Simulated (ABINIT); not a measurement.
# Excitons of GaP (F-43m): kernels and approximations, part 2 of 2

Wanted: excitons and ε₂ of GaP (F-43m), with cost.

ABINIT 10.8.3; PBE and many-body steps on it, plane waves. Known limits of the many-body steps: not at the basis limit; no spin-orbit coupling; coarse k mesh; bindings not settled in the k mesh.

So far. Step 12 (Empty states on the mesh, 10×10×10 mesh, 25 bands): On this mesh the gap is 1.602 eV. Step 13 (k mesh (10×10×10)): The lowest state lies at 2.559 eV, 0.112 eV under the direct gap.

**14. Empty states on the mesh, 12×12×12 mesh, 25 bands**

This step: DFT, PBE, plane waves, norm-conserving pseudopotentials.

Input file run.abi:

```
acell 3*1.0 Angstrom
rprim 
  0.000000000000 2.725250000000 2.725250000000
  2.725250000000 0.000000000000 2.725250000000
  2.725250000000 2.725250000000 0.000000000000
ntypat 2
znucl 31 15
natom 2
typat 1 2
xred 
  0.000000000000 0.000000000000 0.000000000000
  0.250000000000 0.250000000000 0.250000000000
pp_dirpath "pseudos"
pseudos "Ga.upf, P.upf"
ecut 45
ngkpt 12 12 12
nshiftk 1
shiftk 0 0 0
kptopt 1
chksymbreak 0
iscf -2
irdden 1
istwfk *1
nband 25
nbdbuf 4
tolwfr 1e-09
nstep 60
prtvol 0
indata_prefix "in"
outdata_prefix "out"
tmpdata_prefix "tmp"
```

The run is started by

```bash
$ OMP_NUM_THREADS=1 mpirun -n 4 abinit run.abi > log
```

Wall time 28 s (4 MPI ranks of Arm Neoverse V2, shared host); peak memory 0.37 GiB; 1.9 min of CPU time.

This step gave:

```
gap                                                           : 1.590 eV
k of the valence top                                          : 0, 0, 0
k of the conduction bottom                                    : 0.4167, 0.4167, 0
least direct gap                                              : 1.809 eV
k points computed                                             : 72
lowest point of the top converged band, above the valence top : 11.80 eV
```

On this mesh the gap is 1.590 eV.

**15. k mesh (12×12×12)**

This step: Bethe-Salpeter equation on PBE with a scissors shift, plane waves, norm-conserving pseudopotentials.

Edit run.abi of step 14 so:

```diff
@@ -20,10 +20,21 @@
 chksymbreak 0
-iscf -2
+istwfk *1
+occopt 1
+irdwfk 1
+optdriver 99
+bs_calctype 1
+mbpt_sciss 0.862 eV
+bs_loband 11
+nband 14
+bs_exchange_term 1
+bs_coulomb_term 21
+bs_coupling 0
+bs_algorithm 1
+bs_freq_mesh 0 6 0.05 eV
+zcut 0.1 eV
+ecuteps 3
+ecutwfn 22.5
+inclvkb 2
+mdf_epsinf 10.66
 irdden 1
-istwfk *1
-nband 25
-nbdbuf 4
-tolwfr 1e-09
-nstep 60
-prtvol 0
 indata_prefix "in"
```

Elapsed: 16 min, on 4 MPI ranks; peak memory 1.6 GiB.

Numbers from this step:

- direct gap of the transition levels: 2.671 eV
- transitions in the window: 5184
- first strong exciton (over a fiftieth of the strongest listed): 2.577 eV
- lowest state: 2.577 eV
- binding of the lowest state below the direct gap: 0.09366 eV
- Coulomb term of one mesh cell: 0.09312 eV

The binding is 1.0 times the screened Coulomb term of one mesh cell (0.09 eV), so it is not shown settled.

The lowest state lies at 2.577 eV, 0.094 eV under the direct gap.

The window of bands is narrower than in the first exciton run, so this row is not like for like with it.

**16. Triplet (no exchange term)**

Edit run.abi of step 15 so:

```diff
@@ -15,3 +15,3 @@
 ecut 45
-ngkpt 12 12 12
+ngkpt 4 4 4
 nshiftk 1
@@ -27,5 +27,5 @@
 bs_loband 11
-nband 14
-bs_exchange_term 1
-bs_coulomb_term 21
+nband 15
+bs_exchange_term 0
+bs_coulomb_term 11
 bs_coupling 0
@@ -37,4 +37,3 @@
 inclvkb 2
-mdf_epsinf 10.66
-irdden 1
+irdscr 1
 indata_prefix "in"
```

It took 5.6 s on 4 MPI ranks; peak memory 0.31 GiB.

The lowest triplet lies at 2.489 eV; without spin-orbit coupling triplets are dark, so no spectrum is read.

**17. First band above the last**

Edit run.abi of step 16 so:

```diff
@@ -26,5 +26,5 @@
 mbpt_sciss 0.862 eV
-bs_loband 11
+bs_loband 16
 nband 15
-bs_exchange_term 0
+bs_exchange_term 1
 bs_coulomb_term 11
@@ -33,3 +33,3 @@
 bs_freq_mesh 0 6 0.05 eV
-zcut 0.1 eV
+zcut 0.15 eV
 ecuteps 3
```

It took 1.9 s on 4 MPI ranks; peak memory 0.09 GiB.

The run stopped with an error after 1.9 s.

The program's words: Wrong number of transitions: my_hsize= 0

The fault put into this input: a window without a filled band.

**18. The runs together**

Times are wall times on 4 MPI ranks of Arm Neoverse V2, shared host, good to a factor of about two.

```csv
run,mesh,transitions,broadening (eV),direct gap (eV),lowest state (eV),binding (eV),mesh cell's term (eV),tallest peak (eV),height,time
excitons,4×4×4,384,0.1,2.671,2.521,0.150,0.164,3.40,108,5.6 s
model screening,4×4×4,192,0.1,2.671,2.413,0.258,0.279,3.35,104,3.2 s
k mesh (6×6×6),6×6×6,648,0.1,2.671,2.488,0.182,0.186,3.40,56.1,12 s
k mesh (8×8×8),8×8×8,1536,0.1,2.671,2.532,0.139,0.140,3.45,28.6,64 s
k mesh (10×10×10),10×10×10,3000,0.1,2.671,2.559,0.112,0.112,5.10,28.1,4.5 min
k mesh (12×12×12),12×12×12,5184,0.1,2.671,2.577,0.094,0.093,5.10,25.0,16 min
triplet (no exchange term),4×4×4,384,0.1,2.671,2.489,0.182,0.164,-,-,5.6 s
```

**19. Results**

| Quantity | Value |
| --- | --- |
| excitons | lowest state 2.521 eV (not settled in the k mesh) |
| model screening | lowest state 2.413 eV (not settled in the k mesh) |
| k mesh (6×6×6) | lowest state 2.488 eV (not settled in the k mesh) |
| k mesh (8×8×8) | lowest state 2.532 eV (not settled in the k mesh) |
| k mesh (10×10×10) | lowest state 2.559 eV (not settled in the k mesh) |
| k mesh (12×12×12) | lowest state 2.577 eV (not settled in the k mesh) |
| triplet (no exchange term) | lowest state 2.489 eV (not settled in the k mesh) |

In words: On the 4×4×4 mesh the lowest exciton lies at 2.521 eV, 0.150 eV below the direct gap; one cell of the mesh carries a screened Coulomb term of 0.16 eV, so this binding is not shown settled. Between the two densest meshes the binding falls by 0.99 of the fall in the mesh cell's term (the screened Coulomb energy of a charge repeated on the supercell that the mesh stands for). The binding is still 1.0 times that term, so the mesh does not resolve the exciton and no limit can be drawn. Model screening, against «excitons (4×4×4)»: the lowest state moves by −0.108 eV (keys changed: nband, bs_coulomb_term, irdscr, mdf_epsinf and irdden). k mesh (6×6×6), against «model screening (4×4×4)»: the lowest state moves by +0.076 eV (keys changed: ngkpt). k mesh (8×8×8), against «k mesh (6×6×6)»: the lowest state moves by +0.043 eV (keys changed: ngkpt). k mesh (10×10×10), against «k mesh (8×8×8)»: the lowest state moves by +0.027 eV (keys changed: ngkpt). k mesh (12×12×12), against «k mesh (10×10×10)»: the lowest state moves by +0.018 eV (keys changed: ngkpt). Triplet (no exchange term), against «excitons (4×4×4)»: the lowest state moves by −0.032 eV (keys changed: bs_exchange_term). Triplets are dark. A rigid shift treats all transitions alike. In the G0W0 table the openings from the upper filled bands to the empty bands at the same k run from +0.68 to +0.88 eV (median +0.88), where the shift is +0.86 eV, so peaks stand off by such differences. Lines within a few meV of each other can be one level split by numerical noise, or distinct levels. Screening is static and electronic alone, and only transitions inside the band window count. The 4×4×4 mesh is coarse for this cell, which bears on the long-range parts of exchange and screening. The many-body steps are scalar-relativistic: spin-orbit coupling is not in them.

[Paths, hosts, dates, memory and timing lines, banners, echoed tables and standing remarks are left out of the program output.]

[Logs are printed without paths, hosts, clocks, repeated set-up lines and the standing remarks that a program may print on its own settings, such as how far it seeks lower states.]

[Runs of the session that timed out or met a known fault of the program may be left out.]

[Hosts, paths, dates, database ids (printed as entryN), source tags and the programs' standing remarks are cut or masked in the printed files.]

[G0W0 gaps are taken among the corrected bands and points alone; a level outside them can change the order at an edge.]

[Where Ansatz stands beside ABINIT at settings called matched, ABINIT's density can come from a denser mesh and the files from another edition; pairs whose starting gaps differed by over 0.03 eV were left out, so agreement reads better than it is.]
